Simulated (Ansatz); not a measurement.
# NaSnF3 (model cell, started as cubic perovskite with Sn in the octahedra): from the cell to its phonons, part 2 of 3

How does NaSnF3 (model cell, started as cubic perovskite with Sn in the octahedra) vibrate, and is this structure a minimum?

Ansatz 0.2.0; DFT LDA, scalar-relativistic, plane waves, PAW; PAW set soft_1.

So far. Step 3 (Relaxation, k-mesh 8×8×8): Little changed from the start: no atom moved by 0.005 Å and no cell edge by 0.1 %. The relaxed cell has a = 4.551 Å (conventional setting).

The structure was built from a prototype and need not be the compound's stable phase.

## (4) Relaxing to small forces for the phonons, k-mesh 8×8×8

Phonons need a cell at rest on their own settings, so the relaxation is repeated with tight tolerances on forces and stress on the k mesh and occupations of the first response run.

File input.yaml:

```yaml
crystal:
  lattice:
    - [4.5508749908, 0.0, 0.0]
    - [0.0, 4.5508749908, 0.0]
    - [0.0, 0.0, 4.5508749908]
  atoms:
    - { symbol: Na, position: [0.0, 0.0, 0.0] }
    - { symbol: Sn, position: [0.5, 0.5, 0.5] }
    - { symbol: F, position: [0.5, 0.5, 0.0] }
    - { symbol: F, position: [0.5, 0.0, 0.5] }
    - { symbol: F, position: [0.0, 0.5, 0.5] }
kpoints:
  mp_grid: { grid: [8, 8, 8] }
hamiltonian:
  xc: lda
  pseudopotentials: { kind: paw, azcp: { folder: soft_1 }, xc_functional: pbe }
scf:
  occupations: { method: fixed }
output:
  forces: true
  stress: true
  eigenvalues: true
  write_density: true
  write_potential: true
  elf: true
  volumetric_format: npy
relax:
  adjacent_minimum: "off"
  f_tol: 0.001
  max_steps: 60
  cell: { stress_tol: 0.01 }
```

Run with:

```sh
ansatz run input.yaml --threads 4 --pin off --max-ram 16384MiB --backend cpu --events-out ev --progress --plain --runs-dir out
```

Numbers of over 12 decimals in the logs are rounded to 6 here.

The program printed:

```text
[...]
Crystal: 5 atoms, lattice volume = 94.251 Å³
Basis set: ecut = 420 eV, 1839 PW (Γ)
Bands: 27, of which v1, the nominal top of the filled ones, is band 22 counted from 1 (21 counted from 0)
Symmetry: 48 space group operations
[...]
k-points: 35 of 512
[...]
--- Relaxed structure (2 steps of the walk, 2 accepted, 1 SCFs on fresh bases) ---
[...]
cell:  # Å, volume = 94.1908 Å³
    - [4.549910, 0, 0]
    - [0, 4.549910, 0]
    - [0, 0, 4.549910]
  atoms:
    - { symbol: Na, position: [0, 0, 0] }
    - { symbol: Sn, position: [0.5, 0.5, 0.5] }
    - { symbol: F, position: [0.5, 0.5, 0] }
    - { symbol: F, position: [0.5, 0, 0.5] }
    - { symbol: F, position: [0, 0.5, 0.5] }
[key lines of the parts left out:]
SCF converged after 5 iterations
Free energy (F): -9729.799791 eV
Fermi energy:    5.735431 eV
P = ⅓ Tr σ = -0.0032 GPa (-0.032 kbar)
```

It took 4.4 s on 4 threads of Arm Neoverse V2, shared host; peak memory 0.41 GiB; 16 s of CPU time.

Little changed from the start: no atom moved by 0.005 Å and no cell edge by 0.1 %.

Numbers from this step:

- pressure: -0.003164 GPa
- gap on the k-mesh: 0.4323 eV
- volume per atom: 18.84 Å³
- direct gap on mesh: 1.520 eV

Electrostatic potential energy in the ac plane at fractional y = 0.500, with atoms of Sn and F within 0.2 Å of it. With pseudopotentials it is smooth inside the atoms' cores, unlike the true potential.

Ten even steps from '_' (-36 eV) to '@' (9 eV), each cell a mean:
```
@@@@@@@@@@++____..%%@@@@@@@@
@@@@@@@@@@%%++==**@@@@@@@@@@
@@@@@@@@@@@@%%%%%%@@@@@@@@@@
@@@@@@@@%%##**++**%%%%@@@@@@
##%%@@%%##==::::--++%%@@@@%%
..--%%%%++::**##==--**%%**..
__..**##==--@@@@##::++%%==__
__..##%%==--%%@@**::**%%++__
==**@@%%**------::==##@@%%++
@@@@@@@@%%**====++##%%@@@@@@
@@@@@@@@@@%%%%##%%%%@@@@@@@@
@@@@@@@@@@@@##**%%@@@@@@@@@@
@@@@@@@@@@**....--%%@@@@@@@@
@@@@@@@@@@==____..##@@@@@@@@
```
Columns run along a (4.5 Å; values clipped at the 3rd and 97th percentile), rows up along c (4.5 Å). Atoms in or near the plane, at fractional coordinates: Sn at (0.50, 0.50), F at (0.50, 0.00), F at (0.00, 0.50).

Valence density in the ac plane at fractional y = 0.500, with atoms of Sn and F within 0.2 Å of it. It is the smooth field of the valence electrons, not physical close to the nuclei.

Ten even steps from '0' (0 e/Å³) to '9' (12 e/Å³), each cell a mean:
```
00000156300000
00000012100000
00000000000000
00000000000000
00000011100000
42000145310013
94100379510026
73000267410015
11000023100001
00000000000000
00000000000000
00000001000000
00000134200000
00000179400000
```
Columns run along a (4.5 Å), rows up along c (4.5 Å). Atoms in or near the plane, at fractional coordinates: Sn at (0.50, 0.50), F at (0.50, 0.00), F at (0.00, 0.50).

ELF in the ac plane at fractional y = 0.500, with atoms of Sn and F within 0.2 Å of it. It is the smooth field of the valence electrons, not physical close to the nuclei.

Values, 14 rows by 14 columns, each cell a mean:
```
0.01 0.01 0.05 0.25 0.57 0.78 0.75 0.69 0.78 0.72 0.45 0.13 0.03 0.01
0.04 0.02 0.02 0.11 0.33 0.59 0.72 0.74 0.69 0.50 0.24 0.05 0.02 0.03
0.17 0.10 0.04 0.05 0.12 0.22 0.33 0.35 0.29 0.18 0.09 0.04 0.05 0.13
0.52 0.38 0.15 0.09 0.16 0.21 0.23 0.23 0.23 0.20 0.14 0.09 0.24 0.45
0.76 0.66 0.36 0.15 0.25 0.31 0.25 0.22 0.28 0.31 0.20 0.18 0.50 0.72
0.76 0.78 0.56 0.19 0.27 0.23 0.07 0.04 0.12 0.28 0.23 0.29 0.69 0.78
0.59 0.74 0.65 0.22 0.26 0.14 0.01 0.00 0.04 0.22 0.23 0.35 0.74 0.69
0.68 0.77 0.61 0.21 0.26 0.18 0.03 0.01 0.07 0.25 0.23 0.33 0.72 0.75
0.80 0.74 0.45 0.16 0.26 0.30 0.18 0.14 0.23 0.31 0.21 0.22 0.59 0.78
0.63 0.49 0.22 0.11 0.20 0.26 0.26 0.26 0.27 0.25 0.16 0.12 0.33 0.57
0.31 0.20 0.07 0.06 0.11 0.16 0.21 0.22 0.19 0.15 0.09 0.05 0.11 0.25
0.06 0.04 0.02 0.07 0.22 0.45 0.61 0.65 0.56 0.36 0.15 0.04 0.02 0.05
0.01 0.01 0.04 0.20 0.49 0.74 0.77 0.74 0.78 0.66 0.38 0.10 0.02 0.01
0.01 0.01 0.06 0.31 0.63 0.80 0.68 0.59 0.76 0.76 0.52 0.17 0.04 0.01
```
Columns run along a (4.5 Å), rows up along c (4.5 Å). Atoms in or near the plane, at fractional coordinates: Sn at (0.50, 0.50), F at (0.50, 0.00), F at (0.00, 0.50).

The forces vanish by symmetry and the pressure is -0.003 GPa, within the tolerances set. The cell now holds 18.84 Å³/atom.

## (5) A first phonon run

The phonons are first tried on the mesh that the gap suggested.

input.yaml, the sections that differ from step 4:

```yaml
crystal:
  lattice:
    - [4.549909941, 0.0, 0.0]
    - [0.0, 4.549909941, 0.0]
    - [0.0, 0.0, 4.549909941]
  atoms:
    - { symbol: Na, position: [0.0, 0.0, 0.0] }
    - { symbol: Sn, position: [0.5, 0.5, 0.5] }
    - { symbol: F, position: [0.5, 0.5, 0.0] }
    - { symbol: F, position: [0.5, 0.0, 0.5] }
    - { symbol: F, position: [0.0, 0.5, 0.5] }
output:
  eigenvalues: true
phonons:
  method: dfpt
  dielectric: true
  rigid_motions: translations
# kpoints, hamiltonian, scf: as in step 4
# relax: removed
```

The program printed:

```text
[...]
Crystal: 5 atoms, lattice volume = 94.191 Å³
Basis set: ecut = 420 eV, 1839 PW (Γ), exchange–correlation on 64×64×64 points (8 copies of the dense FFT grid, shifted against one another)
Bands: 27, of which v1, the nominal top of the filled ones, is band 22 counted from 1 (21 counted from 0)
Symmetry: 48 space group operations
k-points: 170 of 512 (irreducible under 2 space group operations, time reversal used)
[...]
optical modes at Γ + LO–TO along q̂ = [1.0000, 0.0000, 0.0000]:
      ω (cm⁻¹)  modes    IR ((D/Å)²/amu)
[...]
optical modes at Γ + LO–TO along q̂ = [0.0000, 1.0000, 0.0000]:
      ω (cm⁻¹)  modes    IR ((D/Å)²/amu)
[...]
optical modes at Γ + LO–TO along q̂ = [0.0000, 0.0000, 1.0000]:
      ω (cm⁻¹)  modes    IR ((D/Å)²/amu)
[...]
-95.10      2            20.0914
         79.58      1             0.4227
        155.76      2            20.6062
        375.34      1            24.1698
[key lines of the parts left out:]
SCF converged after 12 iterations
Free energy (F): -9729.799793 eV
Fermi energy:    5.735435 eV
```

Elapsed: 85 s, on 4 threads; peak memory 1.8 GiB.

This step gave:

* sum-rule residual before enforcement: 1.98e-4 eV/Å²
* miss of the charge sum rule: 4.30e-4 e
* estimated error of the dielectric tensor: 0.01470
* estimated error of the Born charges: 0.02672 e
* point group: m-3m
* highest optical mode at the zone centre (no LO-TO term): 155.8 cm⁻¹
* lowest optical zone-centre mode: -193.2 cm⁻¹
* mean high-frequency dielectric constant: 4.082
* largest Born charge (third of the trace): 3.431 e
* top of the zone-centre spectrum with the field: 375.3 cm⁻¹

The highest optical mode at Γ without the field comes at 155.8 cm⁻¹, but the log warns of the mesh: “the force constants stand on the 8×8×8 k-mesh, whose period is 12.20 times the interband length at k = (-0.5000, -0.5000, -0.5000), direct gap 1.520 eV, under 14: take them and everything formed from them as unconverged”.

## (6) Relaxing to small forces for the phonons, k-mesh 12×12×12

The k mesh is raised to 12×12×12 since a zone-centre run on the first mesh warned that it was too coarse for the force constants, and the cell is relaxed again on it.

input.yaml, the sections that differ from step 5:

```yaml
kpoints:
  mp_grid: { grid: [12, 12, 12] }
output:
  forces: true
  stress: true
  eigenvalues: true
relax:
  adjacent_minimum: "off"
  f_tol: 0.001
  max_steps: 60
  cell: { stress_tol: 0.01 }
# crystal, hamiltonian, scf: as in step 5
# phonons: removed
```

The program printed:

```text
[...]
Crystal: 5 atoms, lattice volume = 94.191 Å³
Basis set: ecut = 420 eV, 1839 PW (Γ)
Bands: 27, of which v1, the nominal top of the filled ones, is band 22 counted from 1 (21 counted from 0)
Symmetry: 48 space group operations
[...]
k-points: 84 of 1728
[...]
cell:  # Å, volume = 94.1908 Å³
    - [4.549909941, 0.0, 0.0]
    - [0.0, 4.549909941, 0.0]
    - [0.0, 0.0, 4.549909941]
  atoms:
    - { symbol: Na, position: [0.0, 0.0, 0.0] }
    - { symbol: Sn, position: [0.500000, 0.500000, 0.500000] }
    - { symbol: F, position: [0.500000, 0.500000, 0.0] }
    - { symbol: F, position: [0.500000, 0.0, 0.500000] }
    - { symbol: F, position: [0.0, 0.500000, 0.500000] }
[key lines of the parts left out:]
SCF converged after 5 iterations
Free energy (F): -9729.800169 eV
Fermi energy:    5.735086 eV
P = ⅓ Tr σ = -0.0073 GPa (-0.073 kbar)
```

It took 6.7 s on 4 threads; peak memory 0.48 GiB; 26 s of CPU time.

Little changed from the start: no atom moved by 0.005 Å and no cell edge by 0.1 %.

Numbers from this step:

```yaml
pressure: -0.007337 GPa
gap_on_the_k_mesh: 0.4327 eV
```

The forces vanish by symmetry and the pressure is -0.007 GPa, within the tolerances set. The cell now holds 18.84 Å³/atom.

## (7) Linear response at the zone centre

The zone centre comes first: it holds the modes that light can see, as far as symmetry allows. The response to a homogeneous field gives the Born charges and the dielectric tensor.

input.yaml: that of step 6 with these lines changed.

```diff
@@ -19,9 +19,6 @@
 output:
-  forces: true
-  stress: true
   eigenvalues: true
-relax:
-  adjacent_minimum: "off"
-  f_tol: 0.001
-  max_steps: 60
-  cell: { stress_tol: 0.01 }
+phonons:
+  method: dfpt
+  dielectric: true
+  rigid_motions: translations
```

The program printed:

```text
[...]
Crystal: 5 atoms, lattice volume = 94.191 Å³
Basis set: ecut = 420 eV, 1839 PW (Γ), exchange–correlation on 64×64×64 points (8 copies of the dense FFT grid, shifted against one another)
Bands: 27, of which v1, the nominal top of the filled ones, is band 22 counted from 1 (21 counted from 0)
Symmetry: 48 space group operations
k-points: 518 of 1728 (irreducible under 2 space group operations, time reversal used)
[...]
SCF iter   1: F=—  HF=-9734.843032 eV  |F-HF|=—  |Δ(HF+E_count)|=         —  Δρ=1.44e-1  dr2=1.59e1  ethr=3.10e-3  ⟨swp⟩=4.4  Hψ=55778  notcnv=0  defer=1399
[...]
SCF iter  12: F=-9729.800172 eV  HF=-9729.800172 eV  |F-HF|=3.27e-11  |Δ(HF+E_count)|=  5.04e-10  Δρ=2.63e-7  dr2=5.66e-11  ethr=1.00e-12  ⟨swp⟩=12.7  Hψ=95731  notcnv=0
SCF 1 converged in 12 iterations: F = -9729.800172 eV  dr2 = 5.66e-11
[...]
Bands: 23, of which v1, the nominal top of the filled ones, is band 22 counted from 1 (21 counted from 0)
k-points: 56 of 1728
[...]
Eigensolver: Dense (56 Hₖ)
SCF iter   1: F=—  HF=-9729.788906 eV  |F-HF|=—  |Δ(HF+E_count)|=         —  Δρ=4.11e-4  dr2=3.27e-5  ethr=1.00e-1
[...]
SCF iter   4: F=-9729.788890 eV  HF=-9729.788890 eV  |F-HF|=2.60e-9  |Δ(HF+E_count)|=   6.54e-7  Δρ=3.57e-6  dr2=1.16e-8  ethr=3.18e-9
SCF 1 converged in 4 iterations: F = -9729.788890 eV  dr2 = 1.16e-8
[...]
SCF converged after 12 iterations
Free energy (F): -9729.800172 eV
[...]
Internal energy: -9729.800172 eV  (E = F + TS)
E sigma→0 (E₀):  -9729.800172 eV
Fermi energy:    5.735090 eV
[...]
--- Band table (eV; the first three rows and the last of 518) ---
  k-point 0: bands = [... 18 lower, -0.3025, -0.3025, -0.3025, -0.0703, 6.1678, 10.3164, 10.3164, 10.3164, ... 1 higher]
  k-point 1: bands = [... 18 lower, -0.3087, -0.3069, -0.3069, 0.2783, 6.2146, 10.0334, 10.3186, 10.3186, ... 1 higher]
  k-point 2: bands = [... 18 lower, -0.3250, -0.3155, -0.3155, 0.8530, 6.3362, 9.5246, 10.3254, 10.3254, ... 1 higher]
  k-point 517: bands = [... 18 lower, 0.0624, 0.0624, 0.0624, 5.7351, 7.2550, 7.2550, 7.2550, 8.1187, ... 1 higher]
[...]
ASR residual: 1.994e-4 → 0.000e0 eV/Å²; symmetrization residual: 6.343e-6 eV/Å²
  ASR residual per site (eV/Å²): 3.76e-6 3.64e-5 1.99e-4 1.99e-4 1.99e-4
[...]
ε∞ (high-frequency dielectric tensor):
        4.082901    -0.000000     0.000000
       -0.000000     4.082901     0.000000
        0.000000     0.000000     4.082901
[...]
Born effective charges Z* (e; rows j = field, columns β = displacement):
    site 0:
         1.27324   -0.00000   -0.00000
        -0.00000    1.27324    0.00000
        -0.00000    0.00000    1.27324
    site 1:
         3.43055    0.00000   -0.00000
         0.00000    3.43055    0.00000
        -0.00000    0.00000    3.43055
    site 2:
        -0.28913   -0.00000   -0.00000
         0.00000   -0.28913    0.00000
        -0.00000    0.00000   -4.12554
    site 3:
        -0.28913    0.00000   -0.00000
        -0.00000   -4.12554    0.00000
        -0.00000    0.00000   -0.28913
    site 4:
        -4.12554    0.00000    0.00000
        -0.00000   -0.28913    0.00000
         0.00000    0.00000   -0.28913
  Z* charge neutrality: 2.264e-4 e pre-enforcement
[...]
optical modes at Γ without the LO–TO term, one row a degenerate level:
      ω (cm⁻¹)  modes    IR ((D/Å)²/amu)
       -192.85      3            13.2377
        -99.82      3             0.0000
        -95.00      3            30.1899
        155.83      3            30.9288
  optical modes at Γ + LO–TO along q̂ = [1.0000, 0.0000, 0.0000]:
      ω (cm⁻¹)  modes    IR ((D/Å)²/amu)
       -192.85      2             8.8251
       -178.12      1             0.1905
        -99.82      3             0.0000
        -95.00      2            20.1266
         79.74      1             0.4226
        155.83      2            20.6192
        375.36      1            24.1723
  optical modes at Γ + LO–TO along q̂ = [0.0000, 1.0000, 0.0000]:
      ω (cm⁻¹)  modes    IR ((D/Å)²/amu)
       -192.85      2             8.8251
       -178.12      1             0.1905
        -99.82      3             0.0000
        -95.00      2            20.1266
         79.74      1             0.4226
        155.83      2            20.6192
        375.36      1            24.1723
  optical modes at Γ + LO–TO along q̂ = [0.0000, 0.0000, 1.0000]:
      ω (cm⁻¹)  modes    IR ((D/Å)²/amu)
       -192.85      2             8.8251
       -178.12      1             0.1905
        -99.82      3             0.0000
        -95.00      2            20.1266
         79.74      1             0.4226
        155.83      2            20.6192
        375.36      1            24.1723
```

Elapsed: 3.6 min, on 4 threads; peak memory 4.6 GiB.

Numbers from this step:

* sum-rule residual before enforcement: 1.99e-4 eV/Å²
* miss of the charge sum rule: 2.26e-4 e
* estimated error of the dielectric tensor: 0.01161
* estimated error of the Born charges: 0.02484 e
* lowest optical zone-centre mode: -192.8 cm⁻¹
* mean high-frequency dielectric constant: 4.083
* largest Born charge (third of the trace): 3.430 e
* top of the zone-centre spectrum with the field: 375.4 cm⁻¹

Without the LO-TO term. Patterns of degenerate modes are one choice out of their space. The modes at Γ (shares of kinetic energy by element, %) (negative means imaginary):

| mode | frequency (cm⁻¹) | symmetry | Na % | Sn % | F % |
| --- | --- | --- | --- | --- | --- |
| 1 | -192.8 | T1u | 7 | 0 | 93 |
| 2 | -192.8 | T1u | 7 | 0 | 93 |
| 3 | -192.8 | T1u | 7 | 0 | 93 |
| 4 | -99.8 | T2u | 0 | 0 | 100 |
| 5 | -99.8 | T2u | 0 | 0 | 100 |
| 6 | -99.8 | T2u | 0 | 0 | 100 |
| 7 | -95.0 | T1u | 74 | 1 | 25 |
| 8 | -95.0 | T1u | 74 | 1 | 25 |
| 9 | -95.0 | T1u | 74 | 1 | 25 |
| 10 | 0.0 | acoustic | 12 | 60 | 29 |
| 11 | 0.0 | acoustic | 12 | 60 | 29 |
| 12 | 0.0 | acoustic | 12 | 60 | 29 |
| 13 | 155.8 | T1u | 8 | 39 | 54 |
| 14 | 155.8 | T1u | 8 | 39 | 54 |
| 15 | 155.8 | T1u | 8 | 39 | 54 |

Displacements in mode 2 (-192.8 cm⁻¹), the largest set to 1:
```
Na1  0.00  0.14  0.39
Sn2  0.00  0.01  0.03
F3   0.00 -0.30  1.00
F4   0.00  0.37 -0.83
F5   0.00 -0.30 -0.83
```

Displacements in mode 9 (-95.0 cm⁻¹), the largest set to 1:
```
Na1 -0.01  0.35  1.00
Sn2  0.00 -0.02 -0.06
F3   0.00 -0.03 -0.62
F4   0.00 -0.22 -0.10
F5   0.00 -0.03 -0.10
```

Optical modes at the zone centre, without and with the macroscopic field of the longitudinal modes; each column is sorted by frequency, so a row need not hold one and the same mode. Modes with and without the field, by row:

| rank among optical modes | no field (cm⁻¹) | q along (1, 0, 0) (cm⁻¹) |
| --- | --- | --- |
| 1 | -192.8 | -192.8 |
| 2 | -192.8 | -192.8 |
| 3 | -192.8 | -178.1 |
| 4 | -99.8 | -99.8 |
| 5 | -99.8 | -99.8 |
| 6 | -99.8 | -99.8 |
| 7 | -95 | -95 |
| 8 | -95 | -95 |
| 9 | -95 | 79.7 |
| 10 | 155.8 | 155.8 |
| 11 | 155.8 | 155.8 |
| 12 | 155.8 | 375.4 |

Born charge (rows field, columns displacement) (e), principal values of the symmetric part by kind of site:

| atom | atoms with these values | low | middle | high | mean |
| --- | --- | --- | --- | --- | --- |
| Na1 | 1 | 1.27 | 1.27 | 1.27 | 1.27 |
| Sn2 | 1 | 3.43 | 3.43 | 3.43 | 3.43 |
| F3 | 3 | -4.13 | -0.29 | -0.29 | -1.57 |

In full for Sn2:

```
3.43 0.00 0.00
0.00 3.43 0.00
0.00 0.00 3.43
```

High-frequency dielectric tensor:

```
4.08 0.00 0.00
0.00 4.08 0.00
0.00 0.00 4.08
```

Transverse modes; imaginary modes are left out. Infrared lines, with heights relative to the strongest:

| position (cm⁻¹) | label | relative intensity |
| --- | --- | --- |
| 156 | T1u | 100 |

Before it was imposed, the acoustic sum rule was missed by 2.0e-4 eV/Å² and the charge sum rule by 2.3e-4 e. Small misses are needed for a sound result but don't prove that mesh and cutoff are converged. Against the first mesh the highest mode moved by +0.1 cm⁻¹. The lowest optical mode is imaginary, 192.8i cm⁻¹, so the energy falls along it.

(Continued in part 3 of 3.)

[Logs are printed without paths, hosts, clocks, repeated set-up lines and the standing remarks that a program may print on its own settings, such as how far it seeks lower states.]

[Hosts, paths, dates, database ids (printed as entryN), source tags and the programs' standing remarks are cut or masked in the printed files.]
